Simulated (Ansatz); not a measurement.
## InB2 (built on the sites of a database entry of YAl2): following an unstable mode

Wanted: the energy along a soft mode of InB2 (built on the sites of a database entry of YAl2) and the structure at the end.

Program: Ansatz 0.2.0. Level of theory: DFT PBEsol, scalar-relativistic, plane waves, norm-conserving pseudopotentials. Results are calculated unless marked as measured.

Report form: the programs' logs are mostly left out.

The structure was built from a prototype and need not be the compound's stable phase.

## (1) The structure

Symmetry: Fd-3m, No. 227, cubic system. The conventional cell has a = 6.593 Å, b = 6.593 Å, c = 6.593 Å, α = 90.00°, β = 90.00°, γ = 90.00°. In has 12 B at 2.73 Å and 4 In at 2.85 Å nearest. Nearest to B lie 6 B at 2.33 Å and 6 In at 2.73 Å. Farther neighbours are not listed.

## (2) Zone-centre response

The cell comes from relaxations at this level that are not shown. The zone centre is the only wavevector solved here; it holds the modes that light can see, as far as symmetry allows. No field response is asked, since the mesh shows no gap.

File input.yaml:

```yaml
crystal:
  lattice:
    - [0.0, 3.296251107, 3.296251107]
    - [3.296251107, 0.0, 3.296251107]
    - [3.296251107, 3.296251107, 0.0]
  atoms:
    - { symbol: In, position: [0.75, 0.75, 0.75] }
    - { symbol: In, position: [0.5, 0.5, 0.5] }
    - { symbol: B, position: [0.125, 0.625, 0.125] }
    - { symbol: B, position: [0.125, 0.125, 0.625] }
    - { symbol: B, position: [0.625, 0.125, 0.125] }
    - { symbol: B, position: [0.125, 0.125, 0.125] }
kpoints:
  mp_grid: { grid: [12, 12, 12] }
hamiltonian:
  xc: pbesol
  pseudopotentials: { kind: nc }
scf:
  occupations: { method: methfessel_paxton, width: 0.2 }
output:
  eigenvalues: true
phonons:
  method: dfpt
```

Started as:

```bash
ansatz run input.yaml --threads 8 --pin off --max-ram 14336MiB --backend cpu --events-out ev --progress --plain --runs-dir out
```

Run time: 65 s. Hardware: 8 threads of Intel Xeon Platinum 8488C (Sapphire Rapids), shared host; peak memory 7.8 GiB.

This step gave:

```yaml
volume_per_atom: 11.94 Å³
gap_on_the_k_mesh: 0 eV
sum_rule_residual_before_enforcement: 8.24e-5 eV/Å²
point_group: m-3m
highest_optical_mode_at_the_zone_centre_no_lo_to_term: 230.2 cm⁻¹
lowest_optical_zone_centre_mode: -512.4 cm⁻¹
```

Patterns of degenerate modes are one choice out of their space. Modes at Γ, with each element's share of the kinetic energy (negative means imaginary):

```csv
mode,frequency (cm⁻¹),symmetry,In %,B %
1,-512.4,T1u,1,99
2,-512.4,T1u,1,99
3,-512.4,T1u,1,99
4,-503.1,A2u,0,100
5,-271.7,Eu,0,100
6,-271.7,Eu,0,100
7,0.0,acoustic,84,16
8,0.0,acoustic,84,16
9,0.0,acoustic,84,16
10,157.6,T2g,100,0
11,157.6,T2g,100,0
12,157.6,T2g,100,0
13,208.7,T1u,15,85
14,208.7,T1u,15,85
15,208.7,T1u,15,85
16,230.2,T2u,0,100
17,230.2,T2u,0,100
18,230.2,T2u,0,100
```

Displacements in mode 1 (-512.4 cm⁻¹), the largest set to 1:
```
In1  0.00 -0.05  0.01
In2  0.00 -0.05  0.01
B3  -1.00  0.46 -0.85
B4   1.00  0.46 -0.85
B5  -0.56  0.02  0.71
B6   0.56  0.02  0.71
```

Displacements in mode 11 (157.6 cm⁻¹), the largest set to 1:
```
In1 -1.00  0.04  0.01
In2  1.00 -0.04 -0.01
B3   0.00  0.00  0.00
B4   0.00  0.00  0.00
B5   0.00  0.00  0.00
B6   0.00  0.00  0.00
```

Before it was imposed, the acoustic sum rule was missed by 8.2e-5 eV/Å². Small misses are needed for a sound result but don't prove that mesh and cutoff are converged. The lowest optical mode is imaginary, 512.4i cm⁻¹, so the energy falls along it.

## (3) The mode frozen in, largest atomic shift 0 Å

The mode followed lies at Γ with frequency 512.4i cm⁻¹ and is 3-fold degenerate, the softest among the wavevectors solved. At small amplitude the distorted cell has space group no. 160 by a symmetry search on the positions. The undistorted cell that holds it gives the zero of energy on the same k mesh.

Changes to input.yaml since step 2:

```diff
@@ -20,4 +20,4 @@
 output:
+  forces: true
+  stress: true
   eigenvalues: true
-phonons:
-  method: dfpt
```

Wall time 1.7 s (8 threads); peak memory 0.86 GiB; 12 s of CPU time.

This step gave:

| Quantity | Value |
| --- | --- |
| pressure | -2.16e-4 GPa |
| energy from the undistorted cell | 0 meV/atom |

The run ends at a pressure of 0.00 GPa.

## (4) The mode frozen in, largest atomic shift 0.6 Å

The atoms are moved along the unstable eigenvector, the largest shift by 0.6 Å, with the cell fixed.

input.yaml, the sections that differ from step 3:

```yaml
crystal:
  lattice:
    - [0.0, 3.296251107, 3.296251107]
    - [3.296251107, 0.0, 3.296251107]
    - [3.296251107, 3.296251107, 0.0]
  atoms:
    - { symbol: In, position: [0.7486741642, 0.7486741642, 0.7539775074] }
    - { symbol: In, position: [0.4986741642, 0.4986741642, 0.5039775074] }
    - { symbol: B, position: [0.0865362321, 0.6775460819, 0.1493814539] }
    - { symbol: B, position: [0.1775460819, 0.1775460819, 0.4673617542] }
    - { symbol: B, position: [0.6775460819, 0.0865362321, 0.1493814539] }
    - { symbol: B, position: [0.0865362321, 0.0865362321, 0.1493814539] }
# kpoints, hamiltonian, scf, output: as in step 3
```

Run time: 6.7 s. Hardware: 8 threads; peak memory 1.2 GiB; 52 s of CPU time.

This step gave:

* pressure: 0.1860 GPa
* energy from the undistorted cell: -393.1 meV/atom

The energy, extrapolated to zero smearing, is -393.10 meV/atom against the undistorted cell.

The run ends at a pressure of 0.19 GPa, with forces up to 4.4 eV/Å.

## (5) Energy along the mode, all amplitudes (two of the runs are shown above)

An imaginary frequency means negative curvature, so the energy should fall and then rise again as anharmonic terms take over.

This step gave:

* depth at the lowest point sampled: 393.1 meV/atom
* largest atomic shift at that point: 0.6 Å

The energy from the parent by largest atomic shift:

```csv
largest atomic shift (Å),energy from the parent (meV/atom)
0.000,0
0.040,-2.21
0.080,-8.77
0.140,-26.5
0.220,-63.8
0.320,-130
0.450,-241
0.600,-393
```

Displacement at unit largest shift by atom:

```csv
atom,x (Å),y (Å),z (Å),size
In1,0.015,0.015,-0.015,0.026
In2,0.015,0.015,-0.015,0.026
B3,0.423,-0.077,0.077,0.437
B4,-0.577,-0.577,0.577,0.999
B5,-0.077,0.423,0.077,0.437
B6,-0.077,-0.077,-0.423,0.437
```

The lowest of the steps tried is the last one, at 0.6 Å, 393 meV/atom below the parent; the bottom of the well need not coincide with a step.

## (6) Relaxation from the frozen mode

Starting from the lowest point found, all atoms and the cell are let go, so that strain and other modes of the same symmetry can join in.

Changes to input.yaml since step 4:

```diff
@@ -23 +23,6 @@
   eigenvalues: true
+relax:
+  adjacent_minimum: "off"
+  f_tol: 0.002
+  max_steps: 120
+  cell: { stress_tol: 0.03 }
```

Elapsed: 3.5 min, on 8 threads; peak memory 1.6 GiB; 28 min of CPU time.

Relaxation path (22 of 24):

```csv
step,energy less that of the first step (eV),largest force component (eV/Å),pressure (GPa),volume (Å³)
1,0.0000,2.5536,0.19,71.63
2,-1.1914,2.6289,-1.66,73.27
3,-2.2946,2.3556,0.00,73.50
4,-3.1880,1.7429,1.89,73.91
5,-3.8883,0.9946,0.77,76.53
6,-4.2725,0.2139,0.65,79.18
8,-4.3557,0.0419,-0.20,82.40
9,-4.3550,0.1488,0.80,82.37
10,-4.3586,0.0107,-0.13,82.66
11,-4.3589,0.0155,0.22,82.54
12,-4.3590,0.0002,0.00,82.68
13*,-4.3954,0.0017,0.81,82.68
14,-4.4277,0.0246,0.49,84.65
15,-4.4605,0.0808,0.72,86.84
16,-4.4761,0.1338,0.07,89.09
17,-4.4814,0.0399,-0.32,90.61
19,-4.4842,0.0043,0.06,89.61
20,-4.4842,0.0001,0.00,89.64
21*,-4.4903,0.0005,0.14,89.64
22,-4.4909,0.0015,0.04,90.07
23,-4.4910,0.0007,0.00,90.26
24*,-4.4911,0.0007,0.00,90.26
```

Relaxation steps marked * repeat the geometry before them on a plane-wave basis chosen anew for their cell, so energy and pressure can jump there. Other such steps can lie between the rows shown. Relaxation step 9 was tried and not accepted.

Forces are held to the 6 operations that the run works with; a distortion that breaks them can't arise in this run.

```csv
cell as run,before,after,change
a (Å),4.662,4.529,-2.8 %
b (Å),4.662,4.529,-2.8 %
c (Å),4.662,5.714,+22.6 %
α (°),60.00,66.65,+11.1 %
β (°),60.00,66.65,+11.1 %
volume (Å³/atom),11.94,15.04,+26.0 %
```

The atoms that moved most (Å, as changes of fractional coordinates times the final cell):

```csv
atom,dx,dy,dz,length
B4,-0.783,-0.783,0.783,1.356
In1,0.407,0.407,-0.407,0.705
B5,0.080,0.211,-0.080,0.239
B3,0.211,0.080,-0.080,0.239
B6,0.080,0.080,-0.211,0.239
In2,0.005,0.005,-0.005,0.008
```

Numbers from this step:

```
pressure        : 0.002230 GPa
volume per atom : 15.04 Å³
```

The distorted start has space group R3m; the relaxation ends in R3m.

## (7) The new phase in its own primitive cell

The relaxed structure is symmetrised, reduced to its primitive cell and relaxed tightly, as its phonons need.

File input.yaml:

```yaml
crystal:
  lattice:
    - [2.2646073459, 1.3074716607, 5.0807671559]
    - [-2.2646073459, 1.3074716607, 5.0807671559]
    - [0.0, -2.6149433215, 5.0807671559]
  atoms:
    - { symbol: In, position: [0.2975833867, 0.2975833867, 0.2975833867] }
    - { symbol: In, position: [0.5018781003, 0.5018781003, 0.5018781003] }
    - { symbol: B, position: [0.9411768143, 0.3091590027, 0.9411768143] }
    - { symbol: B, position: [0.7335129253, 0.7335129253, 0.7335129253] }
    - { symbol: B, position: [0.3091590027, 0.9411768143, 0.9411768143] }
    - { symbol: B, position: [0.9411768143, 0.9411768143, 0.3091590027] }
kpoints:
  mp_grid: { grid: [9, 9, 9] }
hamiltonian:
  xc: pbesol
  pseudopotentials: { kind: nc }
scf:
  occupations: { method: methfessel_paxton, width: 0.2 }
output:
  forces: true
  stress: true
  eigenvalues: true
relax:
  adjacent_minimum: "off"
  f_tol: 0.001
  max_steps: 60
  cell: { stress_tol: 0.01 }
```

Wall time 37 s (8 threads); peak memory 1.1 GiB.

The steps of the relaxation:

```csv
step,energy less that of the first step (eV),largest force component (eV/Å),pressure (GPa),volume (Å³)
1,0.0000,0.0192,0.07,90.26
2,0.0002,0.0587,0.04,89.92
3,-0.0002,0.0055,-0.07,90.22
4,-0.0003,0.0048,-0.01,90.08
5,-0.0003,0.0016,0.00,90.06
6,-0.0003,0.0004,0.00,90.06
7*,-0.0003,0.0004,0.00,90.06
```

Relaxation steps marked * repeat the geometry before them on a plane-wave basis chosen anew for their cell, so energy and pressure can jump there. Relaxation step 2 was tried and not accepted.

Forces are held to the 6 operations that the run works with; a distortion that breaks them can't arise in this run.

```csv
"conventional cell, symmetrised",before,after,change
a (Å),4.529,4.533,+0.1 %
b (Å),4.529,4.533,+0.1 %
c (Å),15.242,15.185,-0.4 %
volume (Å³/atom),15.04,15.01,-0.2 %
```

Final coordinates:

```xyz
6
Lattice="2.2663 1.3085 5.0615 -2.2663 1.3085 5.0615 0.0000 -2.6169 5.0615" Properties=species:S:1:pos:R:3 pbc="T T T"
In    0.0000    0.0000    4.5127
In    0.0000    0.0000    7.6263
B     1.4324   -0.8270   11.0932
B     0.0000    0.0000   11.1360
B    -1.4324   -0.8270   11.0932
B     0.0000    1.6540   11.0932
```

Numbers from this step:

- pressure: -6.75e-4 GPa
- volume per atom: 15.01 Å³

The largest force component left is 0.41 meV/Å and the pressure is -0.001 GPa, within the tolerances set. The cell now holds 15.01 Å³/atom.

## (8) Modes of the new phase, k-mesh 9×9×9

A relaxed structure may still be a saddle point, so its zone-centre modes are computed. No field response is asked, since the mesh shows no gap.

File input.yaml:

```yaml
crystal:
  lattice:
    - [2.2663276879, 1.3084649007, 5.0615130031]
    - [-2.2663276879, 1.3084649007, 5.0615130031]
    - [0.0, -2.6169298014, 5.0615130031]
  atoms:
    - { symbol: In, position: [0.297190745, 0.297190745, 0.297190745] }
    - { symbol: In, position: [0.502238319, 0.502238319, 0.502238319] }
    - { symbol: B, position: [0.9412458327, 0.3091912916, 0.9412458327] }
    - { symbol: B, position: [0.7333750225, 0.7333750225, 0.7333750225] }
    - { symbol: B, position: [0.3091912916, 0.9412458327, 0.9412458327] }
    - { symbol: B, position: [0.9412458327, 0.9412458327, 0.3091912916] }
kpoints:
  mp_grid: { grid: [9, 9, 9] }
hamiltonian:
  xc: pbesol
  pseudopotentials: { kind: nc }
scf:
  occupations: { method: methfessel_paxton, width: 0.2 }
output:
  eigenvalues: true
phonons:
  method: dfpt
```

Run time: 3.8 min. Hardware: 8 threads; peak memory 7.5 GiB; 30 min of CPU time.

Numbers from this step:

* sum-rule residual before enforcement: 5.06e-5 eV/Å²
* point group: 3m
* highest optical mode at the zone centre (no LO-TO term): 1189 cm⁻¹
* lowest optical zone-centre mode: 47.85 cm⁻¹

Patterns of degenerate modes are one choice out of their space. Modes at Γ, with each element's share of the kinetic energy:

```csv
mode,frequency (cm⁻¹),symmetry,In %,B %
1,0.0,acoustic,84,16
2,0.0,acoustic,84,16
3,0.0,acoustic,84,16
4,47.9,E,98,2
5,47.9,E,98,2
6,94.6,E,17,83
7,94.6,E,17,83
8,104.7,A1,16,84
9,127.8,A1,100,0
10,190.0,A2,0,100
11,245.3,E,0,100
12,245.3,E,0,100
13,328.2,A1,0,100
14,459.2,E,0,100
15,459.2,E,0,100
16,1005.7,E,0,100
17,1005.7,E,0,100
18,1188.8,A1,0,100
```

Displacements in mode 5 (47.9 cm⁻¹), the largest set to 1:
```
In1 -0.89  0.06  0.00
In2  1.00 -0.06  0.00
B3  -0.28  0.02  0.17
B4  -0.30  0.02  0.00
B5  -0.28  0.01 -0.16
B6  -0.27  0.02 -0.01
```

Displacements in mode 12 (245.3 cm⁻¹), the largest set to 1:
```
In1 -0.02  0.00  0.00
In2  0.01  0.00  0.00
B3   0.03 -0.05 -1.00
B4   0.08  0.00  0.00
B5   0.03  0.05  1.00
B6  -0.06  0.00  0.00
```

Before it was imposed, the acoustic sum rule was missed by 5.1e-5 eV/Å². Small misses are needed for a sound result but don't prove that mesh and cutoff are converged. The lowest optical mode is real, 47.9 cm⁻¹.

## (9) Summary of results

| Property | Result |
| --- | --- |
| unstable mode of the parent | q = (0, 0, 0), 512i cm⁻¹ |
| depth at the lowest point sampled | 393 meV/atom |
| largest atomic shift at that point | 0.6 Å |
| space group reached (within 0.01 Å) | R3m |
| energy gained over the parent (first relaxation, on the mesh of the frozen mode) | 1142 meV/atom |
| volume per atom, phase reached | 15.0 Å³ |
| lowest optical zone-centre mode, phase reached | 47.9 cm⁻¹ |
| highest optical mode at the zone centre (no LO-TO term), phase reached | 1189 cm⁻¹ |

Along this mode the structure falls into R3m, 1142 meV/atom below the parent. At the parent's cell the well is 393.1 meV/atom deep on the steps tried, with its lowest point at a shift of 0.6 Å. That is the last step tried, so the steps alone don't bracket the bottom of the well. Relaxing atoms and cell changes the gain by +748.41 meV/atom against the lowest step (energies at zero smearing). Most of the total comes from this relaxation. The new phase has no imaginary mode at the zone centre of its cell; other wavevectors were not checked. Of the 4 patterns followed to their end from this parent, this one ends 5.16 meV/atom above the lowest, P4/mmm. Each path keeps the symmetry of its pattern, so a lower phase may lie along a pattern not tried. With no gap, or one that is small against the smearing, the frequencies hang on the k mesh and the smearing, most of all near Kohn anomalies. The starting cell was built on a prototype and not taken from a measurement, so the phase need not exist.

[Logs are printed without paths, hosts, clocks, repeated set-up lines and the standing remarks that a program may print on its own settings, such as how far it seeks lower states.]

[Hosts, paths, dates, database ids (printed as entryN), source tags and the programs' standing remarks are cut or masked in the printed files.]
